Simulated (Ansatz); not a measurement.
# Lattice dynamics of Pb2C (model cell, started as antifluorite)

Wanted: phonon frequencies of Pb2C (model cell, started as antifluorite) and what follows from them.

Main program and level: Ansatz 0.2.0; DFT PBEsol, scalar-relativistic, plane waves, PAW.

Report form: the programs' logs are mostly left out.

The structure was built from a prototype and need not be the compound's stable phase.

## Step 1: The structure

Symmetry: Fm-3m, No. 225, cubic system. Conventional cell: a = 5.964 Å, b = 5.964 Å, c = 5.964 Å, α = 90.00°, β = 90.00°, γ = 90.00°. Nearest to C lie 8 Pb at 2.58 Å. Nearest to Pb lie 4 C at 2.58 Å. Farther neighbours are not listed.

## Step 2: Coarse relaxation

A rough relaxation comes first, because large forces or stress need no tight tolerances yet.

input.yaml

```yaml
crystal:
  lattice:
    - [0.0, 2.9819, 2.9819]
    - [2.9819, 0.0, 2.9819]
    - [2.9819, 2.9819, 0.0]
  atoms:
    - { symbol: C, position: [0.0, 0.0, 0.0] }
    - { symbol: Pb, position: [0.25, 0.25, 0.25] }
    - { symbol: Pb, position: [0.75, 0.75, 0.75] }
kpoints:
  mp_grid: { grid: [6, 6, 6] }
hamiltonian:
  xc: pbesol
scf:
  occupations: { method: gaussian, width: 0.1 }
output:
  forces: true
  stress: true
  eigenvalues: true
relax:
  adjacent_minimum: "off"
  f_tol: 0.05
  max_steps: 80
  cell: { stress_tol: 0.5 }
```

On the command line:

```
$ ansatz run input.yaml --threads 4 --pin off --max-ram 7168MiB --backend cpu --events-out ev --progress --plain --runs-dir out
```

Run time: 2.8 s. Hardware: 4 threads of Arm Neoverse V2, shared host; peak memory 0.35 GiB; 8.9 s of CPU time.

Step by step:

```csv
step,energy less that of the first step (eV),largest force component (eV/Å),pressure (GPa),volume (Å³)
1,0.0000,0.0000,29.02,53.03
2,-0.9007,0.0000,8.86,61.17
3,-1.0496,0.0000,2.53,65.58
4,-1.0660,0.0000,0.38,67.53
5*,-1.0876,0.0000,0.74,67.53
6,-1.0890,0.0000,0.02,68.26
7*,-1.0893,0.0000,0.02,68.26
```

Relaxation steps marked * repeat the geometry before them on a plane-wave basis chosen anew for their cell, so energy and pressure can jump there.

Forces are held to the 48 operations that the run works with; a distortion that breaks them can't arise in this run.

```csv
"conventional cell, symmetrised",before,after,change
a (Å),5.964,6.488,+8.8 %
b (Å),5.964,6.488,+8.8 %
c (Å),5.964,6.488,+8.8 %
volume (Å³/atom),17.68,22.75,+28.7 %
```

The relaxed structure:

```cif
data_structure
_symmetry_space_group_name_H-M 'P 1'
_symmetry_Int_Tables_number 1
_cell_length_a 4.5874
_cell_length_b 4.5874
_cell_length_c 4.5874
_cell_angle_alpha 60.000
_cell_angle_beta 60.000
_cell_angle_gamma 60.000
_cell_volume 68.26
loop_
_atom_site_label
_atom_site_type_symbol
_atom_site_fract_x
_atom_site_fract_y
_atom_site_fract_z
_atom_site_occupancy
C1 C 0.00000 0.00000 0.00000 1
Pb2 Pb 0.25000 0.25000 0.25000 1
Pb3 Pb 0.75000 0.75000 0.75000 1
```

This step gave:

```
pressure          : 0.02051 GPa
volume per atom   : 22.75 Å³
gap on the k-mesh : 0 eV
```

In this step the volume went from 17.68 to 22.75 Å³/atom.

## Step 3: Relaxation

The cell and atoms are relaxed, since residual forces and stress would shift the frequencies.

input.yaml

```yaml
crystal:
  lattice:
    - [0.0, 3.2437822727, 3.2437822727]
    - [3.2437822727, 0.0, 3.2437822727]
    - [3.2437822727, 3.2437822727, 0.0]
  atoms:
    - { symbol: C, position: [0.0, 0.0, 0.0] }
    - { symbol: Pb, position: [0.25, 0.25, 0.25] }
    - { symbol: Pb, position: [0.75, 0.75, 0.75] }
kpoints:
  mp_grid: { grid: [12, 12, 12] }
hamiltonian:
  xc: pbesol
scf:
  occupations: { method: gaussian, width: 0.1 }
output:
  forces: true
  stress: true
  eigenvalues: true
  write_density: true
  write_potential: true
  elf: true
  volumetric_format: npy
relax:
  adjacent_minimum: "off"
  f_tol: 0.005
  max_steps: 80
  cell: { stress_tol: 0.05 }
```

Wall time 3.6 s (4 threads); peak memory 0.42 GiB.

Little changed from the start: no atom moved by 0.005 Å and no cell edge by 0.1 %.

This step gave:

| Item | Value |
| --- | --- |
| pressure | 0.04516 GPa |

Electrostatic potential energy in the ac plane of a cell with a along [110], b along [-110] and c along [001] of the cube at fractional y = 0.000, with atoms of C and Pb within 0.2 Å of it. With pseudopotentials it is smooth inside the atoms' cores, unlike the true potential.

Ten even steps from '_' (-33 eV) to '@' (14 eV), each cell a mean:
```
__::%%@@@@@@%%%%@@@@@@++____::%%@@@@@@%%%%@@@@@@++__
==##@@@@%%**++++##@@@@%%++==##@@@@%%**++++##@@@@%%++
@@@@@@%%++..____--##@@@@@@@@@@@@%%++..____--##@@@@@@
@@@@@@##::__::..__++%%@@@@@@@@@@##::__::..__++%%@@@@
@@@@@@##....==--__==%%@@@@@@@@@@##....==--__==%%@@@@
@@@@@@%%--__..__..**%%@@@@@@@@@@%%--__..__..**%%@@@@
@@@@@@%%##--..::++%%@@@@@@@@@@@@%%##--..::++%%@@@@@@
@@@@@@@@%%%%####%%@@@@@@@@@@@@@@@@%%%%####%%@@@@@@@@
@@@@@@@@@@@@@@@@@@@@@@@@@@@@@@@@@@@@@@@@@@@@@@@@@@@@
@@@@@@@@@@%%%%%%@@@@@@@@@@@@@@@@@@@@%%%%%%@@@@@@@@@@
@@@@@@@@%%**++++##%%@@@@@@@@@@@@@@%%**++++##%%@@@@@@
@@@@@@%%++..____--##@@@@@@@@@@@@%%++..____--##@@@@@@
@@@@@@##::__::..__++%%@@@@@@@@@@##::__::..__++%%@@@@
@@@@@@##....==--__==%%@@@@@@@@@@##....==--__==%%@@@@
@@@@@@%%--__..__..**@@@@@@@@@@@@%%--__..__..**@@@@@@
%%@@@@@@##--..::++%%@@@@%%%%@@@@@@##--..::++%%@@@@%%
..++%%@@@@%%####%%@@@@##::..++%%@@@@%%####%%@@@@##::
__..%%@@@@@@@@@@@@@@@@==____..%%@@@@@@@@@@@@@@@@==__
```
Columns run along a (9.2 Å; values clipped at the 3rd and 97th percentile), rows up along c (6.5 Å), edges of the conventional cell, whose origin can differ from the input's. Atoms in or near the plane, at fractional coordinates: C at (0.00, 0.00), C at (0.50, 0.00), Pb at (0.25, 0.25), Pb at (0.75, 0.25), Pb at (0.25, 0.75), Pb at (0.75, 0.75).

ELF in the ac plane of a cell with a along [110], b along [-110] and c along [001] of the cube at fractional y = 0.000, with atoms of C and Pb within 0.2 Å of it. It is the smooth field of the valence electrons, not physical close to the nuclei.

Ten even steps from '_' (0.01) to '@' (0.78), each cell a mean:
```
++@@@@++::::----::--##@@##++@@@@++::::----::--##@@##
@@@@##----======----++%%@@@@@@##----======----++%%@@
%%**==--====----==----++##%%**==--====----==----++##
----::--==::__..--==--::------::--==::__..--==--::--
....::====..____--==--::......::====..____--==--::..
__..::==++--..::==++--....__..::==++--..::==++--....
__..::--========++==--..____..::--========++==--..__
____..::--======----..________..::--======----..____
______..::::::::::....__________..::::::::::....____
______..::------::::..__________..::------::::..____
____..--==========--::..______..--==========--::..__
__..::==++==----++==--..____..::==++==----++==--..__
....::====::__..--==--::......::====::__..--==--::..
::::::====..____--==--::::::::::====..____--==--::::
++==----==--..::====----++++==----==--..::====----++
@@%%++----========----##@@@@%%++----========----##@@
%%@@%%==----==------**@@@@%%@@%%==----==------**@@@@
--%%@@++::::::::::--%%@@++--%%@@++::::::::::--%%@@++
```
Columns run along a (9.2 Å), rows up along c (6.5 Å), edges of the conventional cell, whose origin can differ from the input's. Atoms in or near the plane, at fractional coordinates: C at (0.00, 0.00), C at (0.50, 0.00), Pb at (0.25, 0.25), Pb at (0.75, 0.25), Pb at (0.25, 0.75), Pb at (0.75, 0.75).

Valence density in the ac plane of a cell with a along [110], b along [-110] and c along [001] of the cube at fractional y = 0.000, with atoms of C and Pb within 0.2 Å of it. It is the smooth field of the valence electrons, not physical close to the nuclei.

Values in units of 1e0 e/Å³, 10 rows by 16 columns, each cell a mean:
```
1.2 0.5 0.2 0.3 0.4 0.2 0.4 1.0 1.2 0.5 0.2 0.3 0.4 0.2 0.4 1.0
0.3 0.2 0.6 2.6 3.3 0.9 0.2 0.3 0.3 0.2 0.6 2.6 3.3 0.9 0.2 0.3
0.1 0.1 1.0 5.7 7.3 1.8 0.2 0.1 0.1 0.1 1.0 5.7 7.3 1.8 0.2 0.1
0.0 0.1 0.4 1.6 2.0 0.6 0.1 0.0 0.0 0.1 0.4 1.6 2.0 0.6 0.1 0.0
0.0 0.0 0.1 0.2 0.2 0.1 0.0 0.0 0.0 0.0 0.1 0.2 0.2 0.1 0.0 0.0
0.0 0.0 0.1 0.3 0.4 0.2 0.1 0.0 0.0 0.0 0.1 0.3 0.4 0.2 0.1 0.0
0.0 0.1 0.5 2.7 3.3 0.9 0.2 0.0 0.0 0.1 0.5 2.7 3.3 0.9 0.2 0.0
0.1 0.2 1.0 5.7 7.3 1.8 0.2 0.1 0.1 0.2 1.0 5.7 7.3 1.8 0.2 0.1
0.4 0.3 0.4 1.6 2.0 0.6 0.2 0.4 0.4 0.3 0.4 1.6 2.0 0.6 0.2 0.4
1.4 0.6 0.2 0.2 0.2 0.2 0.4 1.2 1.4 0.6 0.2 0.2 0.2 0.2 0.4 1.2
```
Columns run along a (9.2 Å), rows up along c (6.5 Å), edges of the conventional cell, whose origin can differ from the input's. Atoms in or near the plane, at fractional coordinates: C at (0.00, 0.00), C at (0.50, 0.00), Pb at (0.25, 0.25), Pb at (0.75, 0.25), Pb at (0.25, 0.75), Pb at (0.75, 0.75).

In this step the volume went from 22.75 to 22.75 Å³/atom.

## Step 4: Tight relaxation

Phonons need a cell at rest on their own settings, so the relaxation is repeated with tight tolerances on forces and stress, using the mesh and the filling of the phonon run that follows.

input.yaml, the sections that differ from step 3:

```yaml
scf:
  occupations: { method: methfessel_paxton, width: 0.2 }
output:
  forces: true
  stress: true
  eigenvalues: true
relax:
  adjacent_minimum: "off"
  f_tol: 0.001
  max_steps: 60
  cell: { stress_tol: 0.01 }
# crystal, kpoints, hamiltonian: as in step 3
```

Wall time 6.2 s (4 threads); peak memory 0.42 GiB; 22 s of CPU time.

Little changed from the start: no atom moved by 0.005 Å and no cell edge by 0.1 %.

Numbers from this step:

* pressure: 3.01e-4 GPa
* volume per atom: 22.77 Å³

The forces vanish by symmetry and the pressure is 0.000 GPa, within the tolerances set. The cell now holds 22.77 Å³/atom.

## Step 5: Modes at Γ

The zone centre comes first: it holds the modes that light can see, as far as symmetry allows. No field response is asked, since the mesh shows no gap.

input.yaml, the sections that differ from step 4:

```yaml
crystal:
  lattice:
    - [0.0, 3.2445700064, 3.2445700064]
    - [3.2445700064, 0.0, 3.2445700064]
    - [3.2445700064, 3.2445700064, 0.0]
  atoms:
    - { symbol: C, position: [0.0, 0.0, 0.0] }
    - { symbol: Pb, position: [0.25, 0.25, 0.25] }
    - { symbol: Pb, position: [0.75, 0.75, 0.75] }
output:
  eigenvalues: true
phonons:
  method: dfpt
# kpoints, hamiltonian, scf: as in step 4
# relax: removed
```

Wall time 17 s (4 threads); peak memory 0.98 GiB.

Numbers from this step:

* sum-rule residual before enforcement: 6.04e-6 eV/Å²
* point group: m-3m
* highest optical mode at the zone centre (no LO-TO term): 121.0 cm⁻¹
* lowest optical zone-centre mode: 100.3 cm⁻¹

Patterns of degenerate modes are one choice out of their space. The modes at Γ (shares of kinetic energy by element, %):

```csv
mode,frequency (cm⁻¹),symmetry,C %,Pb %
1,0.0,acoustic,3,97
2,0.0,acoustic,3,97
3,0.0,acoustic,3,97
4,100.3,T2g,0,100
5,100.3,T2g,0,100
6,100.3,T2g,0,100
7,121.0,T1u,97,3
8,121.0,T1u,97,3
9,121.0,T1u,97,3
```

Displacements in mode 6 (100.3 cm⁻¹), the largest set to 1:
```
C1   0.00  0.00  0.00
Pb2  0.15 -0.09 -1.00
Pb3 -0.15  0.09  1.00
```

Displacements in mode 7 (121.0 cm⁻¹), the largest set to 1:
```
C1   1.00  0.00  0.00
Pb2 -0.03  0.00  0.00
Pb3 -0.03  0.00  0.00
```

Before it was imposed, the acoustic sum rule was missed by 6.0e-6 eV/Å². Small misses are needed for a sound result but don't prove that mesh and cutoff are converged. The lowest optical mode is real, 100 cm⁻¹.

## Step 6: Response at finite wavevector

Stability and thermal properties need the whole zone. Linear response on a 4×4×4 q mesh gives force constants as far as a supercell of that size would.

Edit input.yaml of step 5 so:

```diff
@@ -19 +19,8 @@
   method: dfpt
+  qmesh: [4, 4, 4]
+  temperatures: { t_max: 1000, t_step: 50 }
+  qpath:
+    path:
+      - [[0.0, 0.0, 0.0], [0.5, 0.0, 0.5], [0.625, 0.25, 0.625]]
+      - [[0.375, 0.375, 0.75], [0.0, 0.0, 0.0], [0.5, 0.5, 0.5], [0.5, 0.25, 0.75], [0.5, 0.0, 0.5]]
+    npoints: 10
```

The job ended after 9.4 min (4 threads; peak memory 4.6 GiB; 37 min of CPU time).

Numbers from this step:

| Item | Value |
| --- | --- |
| sum-rule residual before enforcement | 4.33e-6 eV/Å² |
| lowest frequency on the path | -82.11 cm⁻¹ |
| highest frequency on the path or at a solved wavevector | 233.5 cm⁻¹ |
| lowest mode on the q mesh (acoustic modes at Γ apart) | -82.11 cm⁻¹ |

Frequencies (cm⁻¹) solved at each irreducible wavevector; negative means imaginary. Frequencies by wavevector, by row:

```csv
q in reciprocal lattice units,star,mode 1,mode 2,mode 3,mode 4,mode 5,mode 6,mode 7,mode 8,mode 9
0 0 0,1,0,0,0,100.3,100.3,100.3,121,121,121
0 0 0.25,8,33.6,33.6,49.6,91.1,91.1,92.1,134.6,134.6,224.8
0 0 -0.5,4,64.4,64.4,70.7,70.7,70.9,84.2,128.7,128.7,169.9
0 0.25 0.25,6,-20.9,-20.9,67.5,79.2,99.5,99.5,129.2,129.2,225.1
0 0.25 -0.5,24,29.6,30.7,35.1,87.3,90.9,97.5,103,121.3,204.4
0 0.25 -0.25,12,-18.1,63.4,67.5,68,78.3,102.8,138.9,170.3,178.9
0 -0.5 -0.5,3,-24.4,5.7,5.7,59.3,59.3,100,100,110.4,230.8
0.25 -0.5 -0.25,6,-82.1,-23.3,-8.8,69.1,69.1,107.8,112.2,177.3,177.3
```

Interpolated from a 4×4×4 q mesh. The phonon branches at the labelled points (cm⁻¹):

```csv
point,branch 1,branch 2,branch 3,branch 4,branch 5,branch 6,branch 7,branch 8,branch 9
Γ,0,0,0,100,100,100,121,121,121
halfway,-21,-21,68,79,100,100,129,129,225
X,-24,6,6,59,59,100,100,110,231
halfway,-24,18,20,62,63,98,99,114,225
U,-23,36,37,76,76,96,99,120,208
jump to K,-23,36,37,76,76,96,99,120,208
halfway,-14,49,65,80,81,101,139,160,213
Γ,0,0,0,100,100,100,121,121,121
halfway,34,34,50,91,91,92,135,135,225
L,64,64,71,71,71,84,129,129,170
halfway,32,34,58,72,82,99,108,162,167
W,-82,-23,-9,69,69,108,112,177,177
halfway,-45,-24,1,37,92,103,110,113,218
X,-24,6,6,59,59,100,100,110,231
```

Tetrahedra on a 20×20×20 mesh, mean over bins of 5 cm-1. Interpolated from a 4×4×4 q mesh. Table of phonon density of states by wavenumber; read off at these points:

```csv
wavenumber (cm⁻¹),phonon density of states (1/cm⁻¹/cell)
-82,3.0e-5
-68,0.00164
-52,0.00186
-38,0.00246
-22,0.0215
-18,0.0382
-8,0.0202
8,0.0208
22,0.0321
38,0.0379
52,0.0435
68,0.0515
82,0.0777
88,0.0875
98,0.138
112,0.0457
128,0.0335
132,0.0465
142,0.0311
158,0.0162
172,0.011
188,0.0140
202,0.0149
218,0.0248
232,0.00318
```

Phonopy on the run's constants, 15x15x15 mesh, Gaussian sigma 2.4 cm-1. Interpolated from a 4×4×4 q mesh. Table of partial phonon density of states by wavenumber; read off at these points; values in 1/cm⁻¹/cell:

```csv
wavenumber (cm⁻¹),C,Pb
-80.0,7.9e-4,6.6e-5
-70.0,5.2e-4,4.2e-5
-60.0,0.00212,2.0e-4
-50.0,0.00226,2.8e-4
-40.0,0.00179,3.1e-4
-30.0,1.9e-6,3.2e-4
-20.0,0.00130,0.0338
-15.6,0.00358,0.0416
-10.0,0.00188,0.0266
0.0,3.4e-4,0.00377
10.0,0.00222,0.0277
20.0,8.2e-4,0.0272
30.0,0.00262,0.0268
40.0,0.00236,0.0285
50.0,0.00372,0.0322
60.0,0.00518,0.0381
70.0,0.00658,0.0424
78.1,0.0097,0.0587
80.0,0.00964,0.0627
90.0,0.00734,0.0690
100.0,0.00720,0.121
110.0,0.0134,0.0374
120.0,0.0177,0.00568
130.0,0.0346,0.00307
133.4,0.0483,0.00322
140.0,0.0302,0.00180
150.0,0.0215,7.1e-4
160.0,0.0142,3.5e-4
167.4,0.0182,2.2e-4
170.0,0.0161,2.1e-4
180.0,0.0141,1.8e-4
190.0,0.0136,1.8e-4
195.1,0.0165,2.1e-4
200.0,0.0124,1.4e-4
210.0,0.0167,2.2e-4
214.2,0.0226,2.6e-4
220.0,0.0209,2.7e-4
230.0,0.00788,5.1e-5
240.0,1.7e-5,0
250.0,0,0
```

Symmetry leaves 8 wavevectors to solve. The lowest mode among them, the acoustic zeros apart, lies at q = (0.25, -0.5, -0.25) and is imaginary, 82.1i cm⁻¹, so the energy falls along it.

## Step 7: Another isotope, element C, natural mass 12.011 amu

An isotope changes the mass and not the force constants, so no new electronic calculation is needed; the shifts show which modes move this element.

The same force constants with the mass of C changed from 12.011 to 13.003 u (phonopy, no LO-TO term). Both lists are sorted by frequency; levels can cross, so a row need not hold one and the same mode. Modes under 3 cm⁻¹ are left out. Isotope shifts, by row:

```csv
q,rank,natural mass (cm⁻¹),changed mass (cm⁻¹)
0 0 0,4,100.3,100.3
0 0 0,5,100.3,100.3
0 0 0,6,100.3,100.3
0 0 0,7,121,116.4
0 0 0,8,121,116.4
0 0 0,9,121,116.4
0 0 0.25,1,33.61,33.54
0 0 0.25,2,33.61,33.54
0 0 0.25,3,49.63,49.6
0 0 0.25,4,91.1,91.1
0 0 0.25,5,91.1,91.1
0 0 0.25,6,92.08,92.07
0 0 0.25,7,134.6,129.6
0 0 0.25,8,134.6,129.6
0 0 0.25,9,224.8,216.2
0 0 -0.5,1,64.41,64.23
0 0 -0.5,2,64.41,64.23
0 0 -0.5,3,70.73,70.73
0 0 -0.5,4,70.73,70.73
0 0 -0.5,5,70.9,70.88
0 0 -0.5,6,84.19,84.19
0 0 -0.5,7,128.7,124
0 0 -0.5,8,128.7,124
0 0 -0.5,9,169.9,163.4
0 0.25 0.25,1,-20.85,-20.81
0 0.25 0.25,2,-20.85,-20.81
0 0.25 0.25,3,67.54,67.54
0 0.25 0.25,4,79.2,79.16
0 0.25 0.25,5,99.49,99.41
0 0.25 0.25,6,99.49,99.41
0 0.25 0.25,7,129.2,124.5
0 0.25 0.25,8,129.2,124.5
0 0.25 0.25,9,225.1,216.4
```

A mode of this element alone would shift by -3.89 %. The highest zone-centre frequency without the field goes from 121.0 to 116.4 cm⁻¹ (-3.8 %). The product of the frequency ratios over all optical modes at Γ is 0.891; the product rule, (m/m′)^(3k/2) (M′/M)^(3/2) with k = 1 such atoms and M the mass of the cell, gives 0.891.

## Step 8: Another isotope, element Pb, natural mass 207.2 amu

The same for Pb, from 207.20 to 203.97 u.

A mode of this element alone would shift by +0.79 %. The highest zone-centre frequency without the field goes from 121.0 to 121.0 cm⁻¹ (+0.0 %). The product of the frequency ratios over all optical modes at Γ is 1.025; the product rule, (m/m′)^(3k/2) (M′/M)^(3/2) with k = 2 such atoms and M the mass of the cell, gives 1.025.

## Step 9: Summary of results

| Quantity | Value |
| --- | --- |
| space group after relaxation (within 0.01 Å) | Fm-3m |
| volume per atom | 22.8 Å³ |
| electronic character | no gap on this mesh |
| highest optical mode at the zone centre (no LO-TO term) | 121 cm⁻¹ |
| lowest optical zone-centre mode | 100 cm⁻¹ |
| lowest mode on the q mesh (acoustic modes at Γ apart) | -82.1 cm⁻¹ |
| highest frequency on the path or at a solved wavevector | 234 cm⁻¹ |
| imaginary modes on the 4×4×4 q mesh | yes |

Modes are clearly imaginary (beyond 10i cm⁻¹) at 4 of the 8 irreducible wavevectors, most at q = (0.25, -0.5, -0.25) (82.1i cm⁻¹), so this structure is not a minimum of the energy. The optical modes at Γ span 100 to 121 cm⁻¹. The highest mode in this list at Γ, 121.0 cm⁻¹, is mostly motion of C (97 % of the kinetic energy). With no gap, or one that is small against the smearing, the frequencies hang on the k mesh and the smearing, most of all near Kohn anomalies. Spin-orbit coupling is left out, which can matter for the heavy elements here. A phonon run warned that its eigensolver left some bands unconverged in a pass. The starting cell was built on a prototype and not taken from a measurement, so the phase need not exist. These are harmonic frequencies at zero temperature: anharmonic shifts, linewidths and thermal expansion are left out.

[Logs are printed without paths, hosts, clocks, repeated set-up lines and the standing remarks that a program may print on its own settings, such as how far it seeks lower states.]

[Hosts, paths, dates, database ids (printed as entryN), source tags and the programs' standing remarks are cut or masked in the printed files.]
